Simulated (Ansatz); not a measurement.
# Lattice dynamics of MoSeS monolayer, Janus, part 2 of 2

How does MoSeS monolayer, Janus vibrate, and is this structure a minimum?

Ansatz 0.2.0; DFT PBEsol, scalar-relativistic, plane waves, PAW; PAW set soft_1.

So far. Step 4 (Tight relaxation): The largest force component left is 0.14 meV/Å, within the tolerances set. Step 5 (Linear response at the zone centre): Before it was imposed, the acoustic sum rule was missed by 8.1e-5 eV/Å² and the charge sum rule by 0.0015 e. Small misses are needed for a sound result but don't prove that mesh and cutoff are converged. The lowest optical mode is real, 207 cm⁻¹.

### Step 6. Response at finite wavevector

Stability and thermal properties need the whole zone. Linear response on a 6×6×1 q mesh gives force constants as far as a supercell of that size would, and the tensors from the zone-centre run are typed in so that the long-range dipole term is interpolated apart.

input.yaml

```yaml
crystal:
  lattice:
    - [3.2031080927, 0.0, 0.0]
    - [-1.6015540463, 2.7739729793, 0.0]
    - [0.0, 0.0, 30.4]
  atoms:
    - { symbol: Mo, position: [0.3333333333, 0.6666666667, 0.3297455868] }
    - { symbol: S, position: [0.6666666667, 0.3333333333, 0.3798939077] }
    - { symbol: Se, position: [0.6666666667, 0.3333333333, 0.2739131371] }
  periodic: [true, true, false]
kpoints:
  mp_grid: { grid: [12, 12, 1] }
hamiltonian:
  xc: pbesol
  pseudopotentials: { kind: paw, azcp: { folder: soft_1 }, xc_functional: pbe }
scf:
  occupations: { method: fixed }
output:
  eigenvalues: true
phonons:
  method: dfpt
  qmesh: [6, 6, 1]
  temperatures: { t_max: 1000, t_step: 50 }
  qpath:
    path:
      - [0.0, 0.0, 0.0]
      - [0.5, 0.0, 0.0]
      - [0.33333333, 0.33333333, 0.0]
      - [0.0, 0.0, 0.0]
    npoints: 10
  isolated: true
  non_analytic_term:
    high_frequency_dielectric_tensor: [[4.0454, 0.0, 0.0], [0.0, 4.0454, 0.0], [0.0, 0.0, 1.1756]]
    born_effective_charges:
      - { species: Mo, tensor: [[-1.5237, 0.0, 0.0], [0.0, -1.5237, 0.0], [0.0, 0.0, -0.0891]] }
      - { species: S, tensor: [[0.5017, 0.0, 0.0], [0.0, 0.5017, 0.0], [0.0, 0.0, 0.0392]] }
      - { species: Se, tensor: [[1.0221, 0.0, 0.0], [0.0, 1.0221, 0.0], [0.0, 0.0, 0.0499]] }
    source: "zone-centre run at this cell"
```

On the command line:

```bash
$ ansatz run input.yaml --threads 8 --pin off --max-ram 16384MiB --backend cpu --events-out ev --progress --plain --runs-dir out
```

Run time: 7.1 min. Hardware: 8 threads of Arm Neoverse V1, shared host; peak memory 2.4 GiB.

Numbers from this step:

```yaml
sum_rule_residual_before_enforcement: 2.20e-5 eV/Å²
lowest_frequency_on_the_path: 0 cm⁻¹
highest_frequency_on_the_path_or_at_a_solved_wavevector: 442.1 cm⁻¹
mean_frequency: 247.3 cm⁻¹
lowest_mode_on_the_q_mesh_acoustic_modes_at_gamma_apart: 39.71 cm⁻¹
zero_point_energy_per_atom: 45.98 meV
heat_capacity_at_300_k: 21.88 J/(mol atoms K)
vibrational_entropy_at_300_k: 25.35 J/(mol atoms K)
edges_of_the_widest_gap_between_branches_on_path_and_mesh: 291, 342.2 cm⁻¹
```

Frequencies (cm⁻¹) solved at each irreducible wavevector; negative means imaginary. Frequencies by wavevector, by row:

```tsv
q in reciprocal lattice units	star	mode 1	mode 2	mode 3	mode 4	mode 5	mode 6	mode 7	mode 8	mode 9
0 0 0	1	0	0	0	207	207	291	354.8	354.8	442.1
0 0.1667 0	6	39.7	68.1	108	213.8	228.5	282.4	353.2	359.1	423.4
0 0.3333 0	6	109.6	111.8	172	226.3	246.5	277	346.3	358.1	391.8
0 -0.5 0	3	124.6	146.8	183.2	232.3	246.4	281.2	342.2	354.1	381.7
0.1667 0.1667 0	6	89.2	116.5	152.3	227.7	244.1	273.2	350.2	359.6	397.3
0.1667 0.3333 0	12	135.4	146.5	171.5	237.8	251.5	273.2	349.2	355.5	374.6
0.3333 0.3333 0	2	148.7	149.9	178	238.7	256.4	273.5	354.3	357.1	358.7
```

Interpolated from a 6×6×1 q mesh, with the LO-TO term (at Γ the limit along the path; where Γ stands inside the path, tables give the limit on arrival). The phonon branches at the labelled points (cm⁻¹):

```tsv
point	branch 1	branch 2	branch 3	branch 4	branch 5	branch 6	branch 7	branch 8	branch 9
Γ	0	0	0	207	207	291	355	355	442
halfway	75	94	147	220	241	276	350	360	406
M	125	147	183	232	246	281	342	354	382
halfway	143	148	175	238	252	274	348	355	372
K	149	150	178	239	256	274	354	357	359
halfway	89	116	152	228	244	273	350	360	397
Γ	0	0	0	207	207	291	355	355	442
```

Tetrahedra on a 24×24×1 mesh, mean over bins of 5 cm-1. Interpolated from a 6×6×1 q mesh. Table of phonon density of states by wavenumber; read off at these points:

wavenumber (cm⁻¹), phonon density of states (1/cm⁻¹/cell) and a bar:
```
        2      0.002 
       18      0.003 #
       32      0.005 #
       48      0.006 #
       62      0.008 #
       78      0.010 ##
       92      0.013 ##
      108      0.017 ###
      122      0.031 ######
      138      0.032 ######
      148      0.044 ########
      152      0.035 ######
      168      0.024 ####
      182      0.019 ###
      198      0.000 
      212      0.019 ###
      232      0.053 ##########
      238      0.082 ###############
      248      0.085 ###############
      262      0.000 
      278      0.080 ###############
      292      0.002 
      308      0.000 
      322      0.000 
      338      0.000 
      352      0.119 ######################
      358      0.165 ##############################
      368      0.013 ##
      382      0.035 ######
      398      0.011 ##
      412      0.008 #
      428      0.006 #
      442      0.002
```

The partial phonon density of states has structure finer than the step of the table below, so its rows give means over 10 cm⁻¹, whole bins alone (the curve runs from -10 to 465 cm⁻¹). Peaks (cm⁻¹: height): Mo 145.5: 0.0164, 247.1: 0.0196, 274.0: 0.0215, 354.7: 0.0446; S 247.1: 0.0152, 274.0: 0.0185, 354.7: 0.0849; Se 145.5: 0.0230, 175.4: 0.0218, 238.1: 0.0310, 277.0: 0.0298, 357.7: 0.00417.

Phonopy on the run's constants, 21x21x1 mesh, Gaussian sigma 3.4 cm-1. Interpolated from a 6×6×1 q mesh. Table of partial phonon density of states by wavenumber; means over each step; values in 1/cm⁻¹/cell:

```tsv
wavenumber (cm⁻¹)	Mo	S	Se
0	7.8e-4	2.6e-4	6.5e-4
10	0.00109	3.8e-4	9.5e-4
20	0.00157	5.6e-4	0.00140
30	0.00186	6.6e-4	0.00168
40	0.00252	9.2e-4	0.00237
50	0.00227	8.3e-4	0.00222
60	0.00341	0.00123	0.00337
70	0.00354	0.00127	0.00372
80	0.00388	0.00137	0.00421
90	0.00504	0.00176	0.00579
100	0.00548	0.00185	0.00680
110	0.00713	0.00230	0.00934
120	0.00956	0.00293	0.0140
130	0.0114	0.00321	0.0173
140	0.0133	0.00340	0.0199
150	0.0144	0.00303	0.0182
160	0.00756	0.00129	0.0102
170	0.00961	0.00171	0.0175
180	0.00793	0.00133	0.0149
190	8.5e-4	1.2e-4	0.00152
200	1.8e-4	3.2e-4	6.5e-4
210	0.00236	0.00387	0.00751
220	0.00509	0.00707	0.0122
230	0.0113	0.0120	0.0211
240	0.0167	0.0132	0.0277
250	0.0143	0.0120	0.0182
260	0.00497	0.00483	0.00586
270	0.0137	0.0114	0.0166
280	0.0146	0.0121	0.0215
290	0.00205	0.00190	0.00466
300	4.9e-5	4.9e-5	1.5e-4
310	0	0	0
320	0	0	0
330	9.2e-5	1.4e-4	6.3e-6
340	0.00770	0.0115	5.1e-4
350	0.0351	0.0593	0.00279
360	0.0281	0.0543	0.00295
370	0.00567	0.0130	4.7e-4
380	0.00795	0.0180	4.0e-4
390	0.00540	0.0117	1.9e-4
400	0.00340	0.00700	9.7e-5
410	0.00266	0.00529	8.2e-5
420	0.00221	0.00430	8.0e-5
430	0.00188	0.00362	7.9e-5
440	0.00111	0.00215	4.7e-5
450	7.5e-5	1.5e-4	2.4e-6
460	0	0	0
```

Harmonic thermodynamic functions per atom, from the density of states. Interpolated from a 6×6×1 q mesh. Thermodynamic functions, by row:

```tsv
T (K)	F_vib (meV/atom)	S (J/mol-atom/K)	C_V (J/mol-atom/K)
0	45.98	0	0
100	43.46	6.637	10.63
200	31.08	17.02	18.91
300	8.94	25.35	21.88
400	-20.82	31.83	23.13
500	-56.62	37.07	23.75
600	-97.36	41.43	24.1
700	-142.3	45.16	24.31
800	-190.8	48.42	24.46
900	-242.5	51.31	24.55
1000	-297.1	53.9	24.62
```

Symmetry leaves 7 wavevectors to solve. The lowest mode among them, the acoustic zeros apart, lies at q = (0, 0.167, 0) and is real, 39.7 cm⁻¹.

### Step 7. Isotope substitution, element Mo, natural mass 95.95 amu

An isotope changes the mass and not the force constants, so no new electronic calculation is needed; the shifts show which modes move this element.

The same force constants with the mass of Mo changed from 95.950 to 99.907 u (phonopy, no LO-TO term). Both lists are sorted by frequency; levels can cross, so a row need not hold one and the same mode. Modes under 3 cm⁻¹ are left out. Isotope shifts, by row:

```tsv
q	rank	natural mass (cm⁻¹)	changed mass (cm⁻¹)
0 0 0	4	207	206.4
0 0 0	5	207	206.4
0 0 0	6	291	289.9
0 0 0	7	354.8	352.1
0 0 0	8	354.8	352.1
0 0 0	9	442.1	439.2
0 0.1667 0	1	39.72	39.37
0 0.1667 0	2	68.11	67.52
0 0.1667 0	3	108	107
0 0.1667 0	4	213.8	213.1
0 0.1667 0	5	228.5	227.4
0 0.1667 0	6	282.4	281.2
0 0.1667 0	7	353.2	350.4
0 0.1667 0	8	359.1	356.4
0 0.1667 0	9	423.4	420.6
0 0.3333 0	1	109.6	108.7
0 0.3333 0	2	111.8	111
0 0.3333 0	3	172	170.7
0 0.3333 0	4	226.3	225.2
0 0.3333 0	5	246.5	244.8
0 0.3333 0	6	277	275.4
0 0.3333 0	7	346.3	343.6
0 0.3333 0	8	358.1	355.9
0 0.3333 0	9	391.8	389.3
0 -0.5 0	1	124.6	123.8
0 -0.5 0	2	146.8	145.7
0 -0.5 0	3	183.2	181.9
0 -0.5 0	4	232.3	231
0 -0.5 0	5	246.4	244.7
0 -0.5 0	6	281.2	278.8
0 -0.5 0	7	342.2	339.6
0 -0.5 0	8	354.1	352.6
0 -0.5 0	9	381.7	379.4
```

A mode of this element alone would shift by -2.00 %. The highest zone-centre frequency without the field goes from 442.1 to 439.2 cm⁻¹ (-0.7 %). The product of the frequency ratios over all optical modes at Γ is 0.968; the product rule, (m/m′)^(3k/2) (M′/M)^(3/2) with k = 1 such atoms and M the mass of the cell, gives 0.968.

### Step 8. Isotope substitution, element S, natural mass 32.06 amu

The same for S, from 32.06 to 33.97 u.

The same force constants with the mass of S changed from 32.060 to 33.968 u (phonopy, no LO-TO term). Both lists are sorted by frequency; levels can cross, so a row need not hold one and the same mode. Modes under 3 cm⁻¹ are left out. Isotope shifts, by row:

```tsv
q	rank	natural mass (cm⁻¹)	changed mass (cm⁻¹)
0 0 0	4	207	205.3
0 0 0	5	207	205.3
0 0 0	6	291	289.3
0 0 0	7	354.8	349.1
0 0 0	8	354.8	349.1
0 0 0	9	442.1	434
0 0.1667 0	1	39.72	39.52
0 0.1667 0	2	68.11	67.82
0 0.1667 0	3	108	107.6
0 0.1667 0	4	213.8	212
0 0.1667 0	5	228.5	226.7
0 0.1667 0	6	282.4	280.4
0 0.1667 0	7	353.2	347.5
0 0.1667 0	8	359.1	353.4
0 0.1667 0	9	423.4	415.6
0 0.3333 0	1	109.6	109.1
0 0.3333 0	2	111.8	111.4
0 0.3333 0	3	172	171.7
0 0.3333 0	4	226.3	224.2
0 0.3333 0	5	246.5	244.9
0 0.3333 0	6	277	274.7
0 0.3333 0	7	346.3	340.7
0 0.3333 0	8	358.1	351.7
0 0.3333 0	9	391.8	384.4
0 -0.5 0	1	124.6	124.2
0 -0.5 0	2	146.8	146.4
0 -0.5 0	3	183.2	182.9
0 -0.5 0	4	232.3	230.2
0 -0.5 0	5	246.4	244.8
0 -0.5 0	6	281.2	279.3
0 -0.5 0	7	342.2	336.6
0 -0.5 0	8	354.1	346.8
0 -0.5 0	9	381.7	374.4
```

A mode of this element alone would shift by -2.85 %. The highest zone-centre frequency without the field goes from 442.1 to 434.0 cm⁻¹ (-1.8 %). The product of the frequency ratios over all optical modes at Γ is 0.930; the product rule, (m/m′)^(3k/2) (M′/M)^(3/2) with k = 1 such atoms and M the mass of the cell, gives 0.930.

### Step 9. Isotope substitution, element Se, natural mass 78.971 amu

The same for Se, from 78.97 to 81.92 u.

The same force constants with the mass of Se changed from 78.971 to 81.917 u (phonopy, no LO-TO term). Both lists are sorted by frequency; levels can cross, so a row need not hold one and the same mode. Modes under 3 cm⁻¹ are left out. Isotope shifts, by row:

```tsv
q	rank	natural mass (cm⁻¹)	changed mass (cm⁻¹)
0 0 0	4	207	204.8
0 0 0	5	207	204.8
0 0 0	6	291	287.9
0 0 0	7	354.8	354.5
0 0 0	8	354.8	354.5
0 0 0	9	442.1	442
0 0.1667 0	1	39.72	39.41
0 0.1667 0	2	68.11	67.57
0 0.1667 0	3	108	107.1
0 0.1667 0	4	213.8	211.8
0 0.1667 0	5	228.5	226.3
0 0.1667 0	6	282.4	279.5
0 0.1667 0	7	353.2	352.9
0 0.1667 0	8	359.1	358.8
0 0.1667 0	9	423.4	423.3
0 0.3333 0	1	109.6	108.6
0 0.3333 0	2	111.8	110.7
0 0.3333 0	3	172	170.2
0 0.3333 0	4	226.3	224.5
0 0.3333 0	5	246.5	244.5
0 0.3333 0	6	277	274.7
0 0.3333 0	7	346.3	346.1
0 0.3333 0	8	358.1	357.9
0 0.3333 0	9	391.8	391.7
0 -0.5 0	1	124.6	123.3
0 -0.5 0	2	146.8	145.4
0 -0.5 0	3	183.2	181.1
0 -0.5 0	4	232.3	230.6
0 -0.5 0	5	246.4	244.4
0 -0.5 0	6	281.2	279.4
0 -0.5 0	7	342.2	342
0 -0.5 0	8	354.1	354
0 -0.5 0	9	381.7	381.6
```

A mode of this element alone would shift by -1.81 %. The highest zone-centre frequency without the field goes from 442.1 to 442.0 cm⁻¹ (-0.0 %). The product of the frequency ratios over all optical modes at Γ is 0.967; the product rule, (m/m′)^(3k/2) (M′/M)^(3/2) with k = 1 such atoms and M the mass of the cell, gives 0.967.

### Step 10. Results

```json
{
 "space group after relaxation (within 0.01 Å)": "P3m1",
 "area per atom": "2.96 Å²",
 "gap on the k-mesh": "1.70 eV",
 "highest optical mode at the zone centre (no LO-TO term)": "442 cm⁻¹",
 "lowest optical zone-centre mode": "207 cm⁻¹",
 "largest Born charge (third of the trace)": "-1.05 e",
 "lowest mode on the q mesh (acoustic modes at Γ apart)": "39.7 cm⁻¹",
 "highest frequency on the path or at a solved wavevector": "442 cm⁻¹",
 "zero-point energy per atom": "46.0 meV",
 "heat capacity at 300 K": "21.9 J/(mol atoms K)",
 "vibrational entropy at 300 K": "25.3 J/(mol atoms K)",
 "imaginary modes on the 6×6×1 q mesh": "none"
}
```

In words: The structure is a minimum as far as tested: no mode is imaginary at the 7 irreducible wavevectors of the 6×6×1 mesh, and the softest away from the acoustic zeros lies at 40 cm⁻¹. Without the field, the optical modes at Γ span 207 to 442 cm⁻¹. The highest mode in this list at Γ, 442.1 cm⁻¹, has its largest share on S (65 % of the kinetic energy). The strongest infrared line is at 355 cm⁻¹. Averaged over orientations, the strongest Raman line at 532 nm and 300 K is at 291 cm⁻¹. The tensors are the static, non-resonant ones, while 532 nm light (2.33 eV) lies above the computed gap. On the path and the mesh, the widest gap between branches runs from 291 to 342 cm⁻¹. In a sheet or slab the interpolated bending branch near Γ is rough, since the rotational sum rule isn't imposed. Dielectric tensors refer to the cell with its vacuum. The program warns that the interpolation holds no quadrupole term, so branches close to Γ can be off in this crystal. The PAW files were made for PBE and serve the other functionals too. The starting cell was built on a prototype and not taken from a measurement. These are harmonic frequencies at zero temperature: anharmonic shifts, linewidths and thermal expansion are left out.

[Logs are printed without paths, hosts, clocks, repeated set-up lines and the standing remarks that a program may print on its own settings, such as how far it seeks lower states.]

[Hosts, paths, dates, database ids (printed as entryN), source tags and the programs' standing remarks are cut or masked in the printed files.]
